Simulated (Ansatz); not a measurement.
Bi2Te3 (Tellurobismuthite), computed twice by G0W0.

```xyz
5
Lattice="2.1930 1.2661 10.1657 -2.1930 1.2661 10.1657 0.0000 -2.5323 10.1657" Properties=species:S:1:pos:R:3 pbc="T T T"
Bi    0.0000    0.0000   12.1988
Bi    0.0000    0.0000   18.2982
Te    0.0000    0.0000    0.0000
Te    0.0000    0.0000    6.3891
Te    0.0000    0.0000   24.1079
```

The cell and positions come from the Crystallography Open Database and are kept as given unless a step says otherwise. Spin-orbit coupling is left out unless a run names it. PAW set soft_2, made with PBE.

The first (Ansatz 0.2.0; start PBE, 4×4×4 mesh, 928 empty bands, screening to 180 eV; 1 × NVIDIA H100 80GB HBM3 (shared by 3 runs) with 3 threads of AMD EPYC 7R13 (Zen 3), shared host) gave, on its mesh: starting gap 0.30 eV, G0W0 gap 0.51 eV, RPA ε∞ (mean) 49.73, 88 s.

Q: The second changes start from PBE to r2SCAN. What does it give?

It gave: starting gap 0.52 eV, G0W0 gap 0.60 eV, RPA ε∞ (mean) 36.38, 1.7 min. The G0W0 gap moves by +0.09 eV, +0.23 eV from the start and −0.13 eV from the correction. Σc changes by +0.17 eV at the valence top and −0.16 eV at the conduction bottom, and Σx − Vxc between them by +0.20 eV.

Limits: not at the basis limit; model gap, bands may invert with spin-orbit coupling; mesh may overstate the screening; no spin-orbit coupling.

[Paths, hosts, dates, memory and timing lines, banners, echoed tables and standing remarks are left out of the program output.]

[Logs are printed without paths, hosts, clocks, repeated set-up lines and the standing remarks that a program may print on its own settings, such as how far it seeks lower states.]

[Runs of the session that timed out or met a known fault of the program may be left out.]

[Cells called generated may have been cut or substituted from an entry of the Crystallography Open Database or the Materials Project.]

[Hosts, paths, dates, database ids (printed as entryN), source tags and the programs' standing remarks are cut or masked in the printed files.]
